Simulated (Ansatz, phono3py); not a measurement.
# Phonon transport in GaP (F-43m), part 3 of 3

Aim: the lattice thermal conductivity of GaP against temperature, and which phonons carry it.

Measurements to reproduce:
- thermal conductivity 100 W/m/K near room temperature (given in “Combining the AFLOW GIBBS and Elastic Libraries to efficiently and robustly screen thermo-mechanical properties of solids”, 2017, arXiv:1611.05714)

Ansatz 0.2.0; DFT LDA, scalar-relativistic, plane waves, PAW; PAW set soft_1.

So far, gap on the k-mesh (eV): step 2 (a first coarse run) 1.49; step 3 (finding the static equilibrium) 1.43; step 4 (tight relaxation) 1.39. Also κ at 300 K (relaxation time) (W/m/K): step 5 (a cheap rung, third order supercell 2×2×2, atoms in the …) 67.0. The relaxed cell has a = 5.391 Å (conventional setting).

## (6) Third-order constants on small settings, third order supercell 3×3×3, atoms in the supercell 54

A small supercell and a short cutoff cost little, and show how far such settings carry.

input.yaml reads:

```yaml
crystal:
  lattice:
    - [0.0, 2.6957056718, 2.6957056718]
    - [2.6957056718, 0.0, 2.6957056718]
    - [2.6957056718, 2.6957056718, 0.0]
  atoms:
    - { symbol: Ga, position: [0.0, 0.0, 0.0] }
    - { symbol: P, position: [0.25, 0.25, 0.25] }
kpoints:
  mp_grid: { grid: [6, 6, 6] }
hamiltonian:
  xc: lda
  pseudopotentials: { kind: paw, azcp: { folder: soft_1 }, xc_functional: pbe }
scf:
  occupations: { method: fixed }
  lower_state_search: "off"
output:
  eigenvalues: true
phonons:
  method: fd
  dielectric: true
  qmesh: [6, 6, 6]
  temperatures: { t_max: 1000, t_step: 50 }
  qpath:
    path:
      - [[0.0, 0.0, 0.0], [-0.5, -0.5, 0.0], [-0.375, -0.375, 0.25]]
      - [[-0.375, 0.0, 0.375], [0.0, 0.0, 0.0], [0.0, 0.0, 0.5], [-0.5, -0.25, 0.25], [-0.5, -0.5, 0.0]]
    npoints: 10
  third_order: { supercell: [3, 3, 3], pair_cutoff: 2.485 }
  lattice_thermal_conductivity:
    qmesh: [19, 19, 19]
    temperatures: [100.0, 150.0, 200.0, 300.0, 400.0, 500.0, 600.0, 800.0]
    isotope_mass_variance: [{ species: Ga, variance: 0.0001971 }, { species: P, variance: 0.0 }]
```

The run is started by

```bash
> ansatz run input.yaml --threads 8 --pin off --max-ram 19456MiB --backend cpu --events-out ev --progress --plain --runs-dir out
```

Numbers of over 12 decimals in the logs are rounded to 6 here.

The program printed:

```text
[...]
Warning: phonons.third_order: as it is cut ahead of every solve, the batch solves 29 displaced supercells where 21 would do. It runs under 24 of the 648 operations that the crystal's space group holds on the batch's supercell: the run's FFT boxes carry no more. The force constants lose no accuracy. For the smaller batch, try basis.xc_grid above 1 where it is 1, a denser FFT box (accuracy: high where it is lower, or a larger basis.ecutrho_ratio), or the same crystal shifted so that one of its atoms lies at the cell's origin: each can bring back operations that the batch needs, and none is sure to; [rest of the remark cut]
[...]
Crystal: 12 atoms, lattice volume = 235.071 Å³
Basis set: ecut = 420 eV, 4605 PW (Γ), FFT grids on a1, −a1+a2+a3, −a1+a3
Bands: 66, of which v1, the nominal top of the filled ones, is band 54 counted from 1 (53 counted from 0)
Symmetry: 12 space group operations
k-points: 16 of 36 (time reversal used)
[...]
SCF iter   1: F=—  HF=-26602.526155 eV  |F-HF|=—  |Δ(HF+E_count)|=         —  Δρ=4.43e-8  dr2=5.40e-12  ethr=1.00e-12  ⟨swp⟩=3.0  Hψ=2698  notcnv=0
[...]
SCF iter   2: F=-26602.526155 eV  HF=-26602.526155 eV  |F-HF|=1.09e-11  |Δ(HF+E_count)|=  3.64e-12  Δρ=2.33e-8  dr2=1.31e-12  ethr=1.00e-12  ⟨swp⟩=4.0  Hψ=2595  notcnv=0
SCF 1 converged in 2 iterations: F = -26602.526155 eV  dr2 = 1.31e-12
[...]
Crystal: 2 atoms, lattice volume = 39.178 Å³
Basis set: ecut = 420 eV, 749 PW (Γ), exchange–correlation on 54×54×54 points (8 copies of the dense FFT grid, shifted against one another)
Bands: 13, of which v1, the nominal top of the filled ones, is band 9 counted from 1 (8 counted from 0)
Symmetry: 24 space group operations
k-points: 46 of 216 (irreducible under 4 space group operations, time reversal used)
[...]
SCF iter   5: F=-4433.754360 eV  HF=-4433.754360 eV  |F-HF|=2.00e-11  |Δ(HF+E_count)|=  1.00e-11  Δρ=5.37e-7  dr2=6.40e-11  ethr=1.00e-12  ⟨swp⟩=1.1  Hψ=792  notcnv=0
SCF 2 converged in 5 iterations: F = -4433.754360 eV  dr2 = 6.40e-11
[...]
Bands: 10, of which v1, the nominal top of the filled ones, is band 9 counted from 1 (8 counted from 0)
k-points: 60
[...]
Eigensolver: Dense (60 Hₖ)
SCF iter   1: F=—  HF=-4433.772254 eV  |F-HF|=—  |Δ(HF+E_count)|=         —  Δρ=4.63e-4  dr2=1.27e-4  ethr=1.00e-1
[...]
SCF iter   5: F=-4433.772211 eV  HF=-4433.772211 eV  |F-HF|=9.09e-12  |Δ(HF+E_count)|=   9.14e-8  Δρ=3.87e-6  dr2=2.63e-9  ethr=6.95e-10
SCF 1 converged in 5 iterations: F = -4433.772211 eV  dr2 = 2.63e-9
[...]
Symmetry: 2 space group operations
[...]
SCF iter   8: F=-26602.526116 eV  HF=-26602.526116 eV  |F-HF|=7.28e-12  |Δ(HF+E_count)|=  1.46e-11  Δρ=2.32e-8  dr2=1.17e-12  ethr=1.00e-12  ⟨swp⟩=7.1  Hψ=5048  notcnv=0
SCF 2 converged in 8 iterations: F = -26602.526116 eV  dr2 = 1.17e-12
[...]
SCF iter   4: F=-26602.526116 eV  HF=-26602.526116 eV  |F-HF|=1.09e-11  |Δ(HF+E_count)|=  7.28e-12  Δρ=4.40e-8  dr2=1.80e-12  ethr=1.00e-12  ⟨swp⟩=7.0  Hψ=5072  notcnv=0
SCF 3 converged in 4 iterations: F = -26602.526116 eV  dr2 = 1.80e-12
Symmetry: 1 space group operations
k-points: 20 of 36 (time reversal used)
[...]
SCF iter   8: F=-26602.526122 eV  HF=-26602.526122 eV  |F-HF|=1.46e-11  |Δ(HF+E_count)|=  3.64e-12  Δρ=2.19e-8  dr2=1.02e-12  ethr=1.00e-12  ⟨swp⟩=7.0  Hψ=6310  notcnv=0
SCF 4 converged in 8 iterations: F = -26602.526122 eV  dr2 = 1.02e-12
[...]
SCF iter   4: F=-26602.526122 eV  HF=-26602.526122 eV  |F-HF|=3.64e-12  |Δ(HF+E_count)|=  1.09e-11  Δρ=4.25e-8  dr2=1.73e-12  ethr=1.00e-12  ⟨swp⟩=7.0  Hψ=6368  notcnv=0
SCF 5 converged in 4 iterations: F = -26602.526122 eV  dr2 = 1.73e-12
[...]
SCF iter   8: F=-26602.526114 eV  HF=-26602.526114 eV  |F-HF|=1.09e-11  |Δ(HF+E_count)|=  7.28e-12  Δρ=1.70e-8  dr2=5.90e-13  ethr=1.00e-12  ⟨swp⟩=6.9  Hψ=4845  notcnv=0
SCF 6 converged in 8 iterations: F = -26602.526114 eV  dr2 = 5.90e-13
[...]
SCF iter   3: F=-26602.526114 eV  HF=-26602.526114 eV  |F-HF|=0.00e0  |Δ(HF+E_count)|=    0.00e0  Δρ=3.98e-8  dr2=2.51e-12  ethr=1.00e-12  ⟨swp⟩=5.9  Hψ=5078  notcnv=0
SCF 7 converged in 3 iterations: F = -26602.526114 eV  dr2 = 2.51e-12
[...]
SCF iter   7: F=-26602.526117 eV  HF=-26602.526117 eV  |F-HF|=0.00e0  |Δ(HF+E_count)|=  2.55e-11  Δρ=4.36e-8  dr2=5.74e-12  ethr=1.00e-12  ⟨swp⟩=6.2  Hψ=6513  notcnv=0
SCF 8 converged in 7 iterations: F = -26602.526117 eV  dr2 = 5.74e-12
[...]
SCF iter   8: F=-119711.349143 eV  HF=-119711.349143 eV  |F-HF|=1.46e-10  |Δ(HF+E_count)|=  1.16e-10  Δρ=1.06e-7  dr2=1.72e-10  ethr=1.00e-12  ⟨swp⟩=5.0  Hψ=6255  notcnv=0
SCF 107 converged in 8 iterations: F = -119711.349143 eV  dr2 = 1.72e-10
[...]
SCF iter   8: F=-119711.355427 eV  HF=-119711.355427 eV  |F-HF|=2.91e-10  |Δ(HF+E_count)|=  5.82e-11  Δρ=1.61e-7  dr2=3.12e-10  ethr=1.00e-12  ⟨swp⟩=5.0  Hψ=8656  notcnv=0
SCF 108 converged in 8 iterations: F = -119711.355427 eV  dr2 = 3.12e-10
[...]
SCF iter   8: F=-119711.358261 eV  HF=-119711.358261 eV  |F-HF|=2.62e-10  |Δ(HF+E_count)|=  8.73e-11  Δρ=1.51e-7  dr2=2.91e-10  ethr=1.00e-12  ⟨swp⟩=5.0  Hψ=8185  notcnv=0
SCF 109 converged in 8 iterations: F = -119711.358261 eV  dr2 = 2.91e-10
[...]
SCF iter   8: F=-119711.357457 eV  HF=-119711.357457 eV  |F-HF|=2.18e-10  |Δ(HF+E_count)|=  1.89e-10  Δρ=1.57e-7  dr2=3.03e-10  ethr=1.00e-12  ⟨swp⟩=5.0  Hψ=6475  notcnv=0
SCF 110 converged in 8 iterations: F = -119711.357457 eV  dr2 = 3.03e-10
[...]
SCF iter   8: F=-119711.356302 eV  HF=-119711.356302 eV  |F-HF|=4.22e-10  |Δ(HF+E_count)|=  1.89e-10  Δρ=1.56e-7  dr2=3.01e-10  ethr=1.00e-12  ⟨swp⟩=5.0  Hψ=6147  notcnv=0
SCF 111 converged in 8 iterations: F = -119711.356302 eV  dr2 = 3.01e-10
SCF converged after 2 iterations
Free energy (F): -26602.526155 eV
[...]
Internal energy: -26602.526155 eV  (E = F + TS)
E sigma→0 (E₀):  -26602.526155 eV
Fermi energy:    7.253306 eV
[...]
--- Band table (eV; the first three rows and the last of 16) ---
  k-point 0: bands = [... 50 lower, 6.2935, 7.2533, 7.2533, 7.2533, 8.6780, 8.8962, 9.0825, 9.0825, ... 8 higher]
  k-point 1: bands = [... 50 lower, 6.1836, 6.2935, 6.2935, 6.7112, 8.8123, 9.0825, 9.6009, 9.8963, ... 8 higher]
  k-point 2: bands = [... 50 lower, 6.8564, 6.8564, 6.8564, 6.8564, 8.8510, 8.8510, 9.1219, 9.1219, ... 8 higher]
  k-point 15: bands = [... 50 lower, 5.0817, 5.0817, 5.5360, 5.5360, 9.8975, 9.8975, 10.5874, 10.5874, ... 8 higher]
--- Phonons: 63 displaced members + 10 references (amplitude of the first 0.0025 Å, Σ member SCF iterations 365) ---
  ASR residual: 2.477e-4 → 0.000e0 eV/Å²; symmetrization residual: 6.302e-5 eV/Å²
  largest component of a force at the reference: 5.0e-7 eV/Å
  ASR residual per site (eV/Å²): 9.83e-5 2.48e-4
  Γ frequencies (cm⁻¹): 0.00 0.00 0.00 365.45 365.45 365.45
[...]
ε∞ (high-frequency dielectric tensor):
       10.636198    -0.000000     0.000000
       -0.000000    10.636198     0.000000
        0.000000     0.000000    10.636198
[...]
Born effective charges Z* (e; rows j = field, columns β = displacement):
    site 0:
         2.04660    0.00000    0.00000
         0.00000    2.04660    0.00000
         0.00000    0.00000    2.04660
    site 1:
        -2.04660   -0.00000   -0.00000
        -0.00000   -2.04660   -0.00000
        -0.00000   -0.00000   -2.04660
  Z* charge neutrality: 3.505e-4 e pre-enforcement
[...]
optical modes at Γ without the LO–TO term, one row a degenerate level:
      ω (cm⁻¹)  modes    IR ((D/Å)²/amu)
        365.45      3            13.5174
  optical modes at Γ + LO–TO along q̂ = [1.0000, 0.0000, 0.0000]:
      ω (cm⁻¹)  modes    IR ((D/Å)²/amu)
        365.45      2             9.0116
        395.75      1             4.5058
  optical modes at Γ + LO–TO along q̂ = [0.0000, 1.0000, 0.0000]:
      ω (cm⁻¹)  modes    IR ((D/Å)²/amu)
        365.45      2             9.0116
        395.75      1             4.5058
  optical modes at Γ + LO–TO along q̂ = [0.0000, 0.0000, 1.0000]:
      ω (cm⁻¹)  modes    IR ((D/Å)²/amu)
        365.45      2             9.0116
        395.75      1             4.5058
--- Phonons (by wavevector): 16 wavevectors in 10 supercells ---
  supercell 1 (6 cells, vectors [1, 0, 0], [0, 3, -3], [0, 0, 2] in multiples of the cell's): 8 displaced members by 0.0025 Å; free energy -26602.526155 eV; taken off its force constants: by the sum rule 2.5e-4, by the symmetrisation 6.3e-5 eV/Å²
[...]
q = [0.0000, 0.0000, 0.0000] (star 1, supercell 1; hermiticity 6.97e-17, symmetrization 5.85e-7): -0.00 0.00 0.00 365.45 365.45 365.45
[...]
joined force constants: q→R imaginary residual 5.37e-19
[...]
26 force-constant blocks with the first atom in the home cell, fitted with 10 parameters over 4 symmetry orbits; no atom triplet left out
[...]
100.00          398.5595        393.6213           7          converged          7.030e-1
      150.00          232.0692        229.1344           7          converged          6.862e-1
      200.00          164.0553        162.1108           7          converged          6.821e-1
      300.00          105.4553        104.3247           7          converged          7.208e-1
      400.00           78.5901         77.7951           7          converged          7.283e-1
      500.00           62.9096         62.2958           7          converged          7.097e-1
      600.00           52.5496         52.0493           7          converged          6.989e-1
      800.00           39.6257         39.2600           7          converged          6.893e-1
```

It took 14 min on 8 threads of Arm Neoverse V1, shared host; peak memory 10 GiB.

This step gave:

```yaml
zero_point_energy: 0.09337 eV/cell
highest_frequency: 395.7 cm⁻¹
kappa_at_300_k_relaxation_time: 105.5 W/m/K
kappa_at_300_k_full_solution: 104.3 W/m/K
mean_free_path_at_half_of_kappa: 948 nm
share_of_kappa_above_the_three_lowest_branches: 0.01
largest_relative_sum_rule_correction: 0.04640
```

W/m/K. Kappa, by row:

| T (K) | RTA xx | RTA yy | RTA zz | full xx | full yy | full zz | coherence part xx | coherence part yy | coherence part zz | ending | iterations | least Ritz value |
| --- | --- | --- | --- | --- | --- | --- | --- | --- | --- | --- | --- | --- |
| 100 | 398.6 | 398.6 | 398.6 | 393.6 | 393.6 | 393.6 | 0.002869 | 0.002869 | 0.002869 | converged | 7 | 0.703 |
| 150 | 232.1 | 232.1 | 232.1 | 229.1 | 229.1 | 229.1 | 0.006473 | 0.006473 | 0.006473 | converged | 7 | 0.686 |
| 200 | 164.1 | 164.1 | 164.1 | 162.1 | 162.1 | 162.1 | 0.0101 | 0.0101 | 0.0101 | converged | 7 | 0.682 |
| 300 | 105.5 | 105.5 | 105.5 | 104.3 | 104.3 | 104.3 | 0.01655 | 0.01655 | 0.01655 | converged | 7 | 0.721 |
| 400 | 78.59 | 78.59 | 78.59 | 77.8 | 77.8 | 77.8 | 0.02224 | 0.02224 | 0.02224 | converged | 7 | 0.728 |
| 500 | 62.91 | 62.91 | 62.91 | 62.3 | 62.3 | 62.3 | 0.02747 | 0.02747 | 0.02747 | converged | 7 | 0.71 |
| 600 | 52.55 | 52.55 | 52.55 | 52.05 | 52.05 | 52.05 | 0.03242 | 0.03242 | 0.03242 | converged | 7 | 0.699 |
| 800 | 39.63 | 39.63 | 39.63 | 39.26 | 39.26 | 39.26 | 0.0417 | 0.0417 | 0.0417 | converged | 7 | 0.689 |

This rung gives 106 W/(m K) at 300 K by relaxation time, but with 54 atoms, 1 neighbour distance inside the cutoff and a 19×19×19 mesh it is a test, not the conductivity of the crystal.

## (7) Levels and costs side by side

Ladder, by row:

| cells or q mesh | k mesh | pair cutoff | atoms in the supercell | q-mesh of the transport sums | κ at 300 K (relaxation time) (W/m/K) | κ at 300 K (full solution) (W/m/K) | core-minutes |
| --- | --- | --- | --- | --- | --- | --- | --- |
| 2x2x2 | 6x6x6 | 2.485 | 16 | 11×11×11 | 66.99 | 67.72 | 18.7 |
| 6x6x6 | 6x6x6 | 2.485 | 54 | 19×19×19 | 105.5 | 104.3 | 111.2 |

## (8) What came out

```
conductivity : not obtained on sound settings
```

In words: No conductivity was obtained: no run with a large enough supercell and cutoff finished.

Comparison with the measured values:

| quantity | measured | LDA |
| --- | --- | --- |
| Raman mode, TO at Gamma (cm⁻¹) | 367.3 | 365 (-0.5 %) |
| infrared mode, TO at Gamma (cm⁻¹) | 366.3 | 365 (-0.2 %) |

Measured values from arxiv:2105.06662 (2021).

How well it matches: The Raman mode is off by -0.5 %: good agreement. The infrared mode is off by -0.2 %: good agreement. The grades are ours: good and fair within 3 and 7 % for the Raman mode and 3 and 7 % for the infrared mode. Zero-point motion and thermal expansion (measured at up to 300 K) are not in the computed Raman mode and infrared mode.

[Logs are printed without paths, hosts, clocks, repeated set-up lines and the standing remarks that a program may print on its own settings, such as how far it seeks lower states.]

[Hosts, paths, dates, database ids (printed as entryN), source tags and the programs' standing remarks are cut or masked in the printed files.]

[A step with changed settings may run another functional than the one named; its input shows which.]
